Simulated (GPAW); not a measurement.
# Quasiparticle gap of Bi2SO2 (Pnnm) in GPAW, part 2 of 2

How does a plane-wave GW calculation on Bi2SO2 (Pnnm) run from the first input to the gap?

GPAW 26.7.0; LDA and many-body steps on it, plane waves. Known limits of the many-body steps: not at the basis limit; no spin-orbit coupling; coarse k mesh.

So far. Step 2 (Ground state): The gap is indirect, with the least direct gap 0.34 eV higher. Step 3 (Empty states on the mesh, 4×1×4 mesh, 222 bands): On this mesh the gap is 0.740 eV.

### Step 4. Screening and self-energy, 4×1×4 mesh, 212 bands, screening to 65 eV

Now the one-shot GW correction: screening in the RPA, then the self-energy of the levels asked for.

This step: G0W0 on LDA, plane waves, PAW.

run.py

```python
import json
import numpy as np
from gpaw.mpi import world
from gpaw.response.g0w0 import G0W0

gw = G0W0('full.gpw',
    filename='gw',
    kpts=[0, 6],
    bands=(46, 50),
    ecut=65,
    nbands=212,
    integrate_gamma='WS',
    ppa=True)
gw.calculate()
res = {mode: {k: v for k, v in r.items() if k != 'sigma_eskwn'}
       for mode, r in gw.all_results.items()}

if world.rank == 0:
    with open('result.json', 'w') as f:
        json.dump(res, f, default=lambda x: x.tolist())
```

Run with:

```
> mpirun -n 8 gpaw python run.py
```

Numbers of over 12 decimals in the logs are rounded to 6 here.

The log of the run:

```text
Using integrator: PointIntegrator
FrequencyGridDescriptor(from 0.000+0.000j to 0.000+27.211j eV, 2 points)
Nonperiodic BCs:  [False False False]
Using integrator: PointIntegrator
FrequencyGridDescriptor(from 0.000+0.000j to 0.000+27.211j eV, 2 points)
Nonperiodic BCs:  [False False False]
  ___  _ _ _
 |   || | | |
 | | || | | |
 |__ ||_____|
 |___|

BZ k-points: Symmetries present (total): 4

  [... matrices ...]
16 k-points: 4 x 1 x 4 Monkhorst-Pack grid + [1/8,0.000000,1/8]
9 k-points in the irreducible part of the Brillouin zone
       k-points in crystal coordinates                weights
   0:     0.00000000    0.00000000    0.00000000          1/16
   1:     0.00000000    0.00000000    0.25000000          2/16
   2:     0.00000000    0.00000000    0.50000000          1/16
   3:     0.25000000    0.00000000    0.00000000          2/16
   4:     0.25000000    0.00000000    0.25000000          4/16
   5:     0.25000000    0.00000000    0.50000000          2/16
   6:     0.50000000    0.00000000    0.00000000          1/16
   7:     0.50000000    0.00000000    0.25000000          2/16
   8:     0.50000000    0.00000000    0.50000000          1/16

Distributing spins, k-points and bands (1 x 2 x 4) over 8 processes
Number of blocks: 1

Quasi particle states:
k-points (IBZ indices): [0, 6]
Band range: (46, 50)
  [... matrices ...]
Computational parameters:
Plane wave cut-off: 65 eV
Number of bands: 212
Coulomb cutoff: None
Broadening: 0.1 eV

fxc modes: GW
Kernel: RPA
Using Godby-Needs plasmon-pole approximation:
  Fitting energy: i*E0, E0 = 1.000 Hartree
Summing all q:

Calculating screened Coulomb potential
No Coulomb truncation
FrequencyGridDescriptor(from 0.000+0.000j to 0.000+27.211j eV, 2 points)
Removing empty qpoint cache files...

Calculating chi0 body with:
    Ground state adapter containing:
    Number of spins: 1
    Number of kpoints: 16
    Number of irreducible kpoints: 9
    Number of completely occupied states: 48
    Number of partially occupied states: 48
    Occupied states memory: 29.53125 M / cpu

    Linear response parametrization:
    q_c: [0.0, 0.0, 0.0]
    Number of frequency points: 2
    Planewave cutoff: 65.0
    Number of bands: 212
    Number of planewaves: 219
    Broadening (eta): 1e-06
    comm.size: 8
    kncomm.size: 8
    blockcomm.size: 1

    Memory estimate of potentially large arrays:
        chi0_wGG: 1.463654 M / cpu
Integrating chi0 body.

Symmetries of q_c:
    Direct symmetries (Uq -> q): 4
    Indirect symmetries (TUq -> q): 0
In total 4 allowed symmetries.

  [... matrices ...]
9 groups of equivalent kpoints. 43.75% reduction.

Integral kind: response function
Integrating chi0 head and wings.

Symmetries of q_c:
    Direct symmetries (Uq -> q): 4
    Indirect symmetries (TUq -> q): 0
In total 4 allowed symmetries.

  [... matrices ...]
9 groups of equivalent kpoints. 43.75% reduction.

Integral kind: response function wings

Calculating chi0 body with:
    Ground state adapter containing:
    Number of spins: 1
    Number of kpoints: 16
    Number of irreducible kpoints: 9
    Number of completely occupied states: 48
    Number of partially occupied states: 48
    Occupied states memory: 29.53125 M / cpu

    Linear response parametrization:
[... the further q-points ...]

Results:
f:      Occupation numbers
eps:     KS-eigenvalues [eV]
vxc:     KS vxc [eV]
exx:     Exact exchange [eV]
sigma:   Self-energies [eV]
dsigma:  Self-energy derivatives
Z:       Renormalization factors
qp:      QP-energies [eV]

k-point 0 (0): (0.000, 0.000, 0.000)                GW
band       f     eps     vxc     exx   sigma  dsigma       Z      qp
                                                                   GW
  46   1.000   6.100 -15.502 -18.245   2.737  -0.292   0.774   6.096
  47   1.000   6.188 -15.338 -17.497   2.234  -0.277   0.783   6.247
  48   0.000   7.261 -14.569 -10.665  -2.977  -0.225   0.817   8.018
  49   0.000   7.890 -14.978 -10.774  -2.945  -0.229   0.814   8.913

k-point 1 (6): (0.500, 0.000, 0.000)                GW
band       f     eps     vxc     exx   sigma  dsigma       Z      qp
                                                                   GW
  46   1.000   6.521 -17.837 -19.726   2.410  -0.279   0.782   6.928
  47   1.000   6.521 -17.837 -19.726   2.410  -0.279   0.782   6.928
  48   0.000   9.268 -15.828 -11.791  -2.891  -0.247   0.802  10.187
  49   0.000   9.268 -15.828 -11.791  -2.891  -0.247   0.802  10.187
```

Elapsed: 50 s, on 8 MPI ranks of AMD EPYC 9R45, shared host; peak memory 4.7 GiB; 6.6 min of CPU time.

Numbers from this step:

```yaml
g0w0_gap_on_the_points_computed: 1.090 eV
least_direct_g0w0_gap_on_the_computed_points: 1.772 eV
z_at_the_valence_top: 0.7817
z_at_the_conduction_bottom: 0.8166
starting_gap_on_the_mesh: 0.7403 eV
k_of_the_valence_top: 0.5, 0, 0
k_of_the_conduction_bottom: 0, 0, 0
```

The gap on the mesh goes from 0.74 eV to 1.09 eV, a correction of +0.35 eV.

Limits: finite bands, cutoff and mesh; model gap, bands may invert with spin-orbit coupling; no spin-orbit coupling; coarse k mesh. v1 is the top filled band, c1 the lowest empty one. The levels before and after the correction (eV, zero at the valence-band top of each column):

|  | conduction bottom | valence top |
| --- | --- | --- |
| Kohn-Sham | 0.74 | 0.00 |
| G0W0 | 1.09 | 0.00 |

|  | level | energy (eV) |
| --- | --- | --- |
| Kohn-Sham | Γ v2 | -0.421 |
| Kohn-Sham | Γ v1 | -0.333 |
| Kohn-Sham | Γ c1 | 0.740 |
| Kohn-Sham | Γ c2 | 1.369 |
| Kohn-Sham | (0.5 0 0) v2-v1 | 0.000 |
| Kohn-Sham | (0.5 0 0) c1-c2 | 2.747 |
| G0W0 | Γ v2 | -0.832 |
| G0W0 | Γ v1 | -0.681 |
| G0W0 | Γ c1 | 1.090 |
| G0W0 | Γ c2 | 1.985 |
| G0W0 | (0.5 0 0) v2-v1 | 0.000 |
| G0W0 | (0.5 0 0) c1-c2 | 3.259 |

### Step 5. Where the time went

Times are wall times on 8 MPI ranks of AMD EPYC 9R45, shared host, good to a factor of about two.

| step | time | share | memory (GiB) |
| --- | --- | --- | --- |
| ground state | 36 s | 30 % | 2.2 |
| empty states on the mesh | 33 s | 28 % | 2.0 |
| screening and self-energy | 50 s | 42 % | 4.7 |

### Step 6. Outcome

```yaml
lda_gap: 0.74 eV, indirect
g0w0_gap_on_the_mesh: 1.09 eV
gw_settings: 4×1×4 mesh, 212 bands, screening to 65 eV, Godby-Needs plasmon pole
known_limits: not at the basis limit; no spin-orbit coupling; coarse k mesh
```

In words: G0W0 moves the gap on the mesh from 0.74 eV to 1.09 eV (+0.35 eV), with Z of 0.78 and 0.82 at the edges. Only 2 of the mesh's irreducible points were corrected, so a valley elsewhere could overtake. Bands and cutoff are finite, so the gap is not at the basis limit. The miss can reach some tenths of an eV and take either sign; the mesh is an error of its own. These stock PAW sets were not made for GW. In the G0W0 run levels were corrected at 2 k points alone, so a gap called «on the mesh» is the least over those, and an edge elsewhere would be missed. The 4×1×4 mesh is coarse for this cell, which bears on the long-range parts of exchange and screening. Where an edge is built on 6p states of lead, bismuth or thallium, scalar-relativistic gaps usually stand too wide, by a few tenths to over one eV. The many-body steps are scalar-relativistic: spin-orbit coupling is not in them.

[Paths, hosts, dates, memory and timing lines, banners, echoed tables and standing remarks are left out of the program output.]

[Logs are printed without paths, hosts, clocks, repeated set-up lines and the standing remarks that a program may print on its own settings, such as how far it seeks lower states.]

[Runs of the session that timed out or met a known fault of the program may be left out.]

[Hosts, paths, dates, database ids (printed as entryN), source tags and the programs' standing remarks are cut or masked in the printed files.]
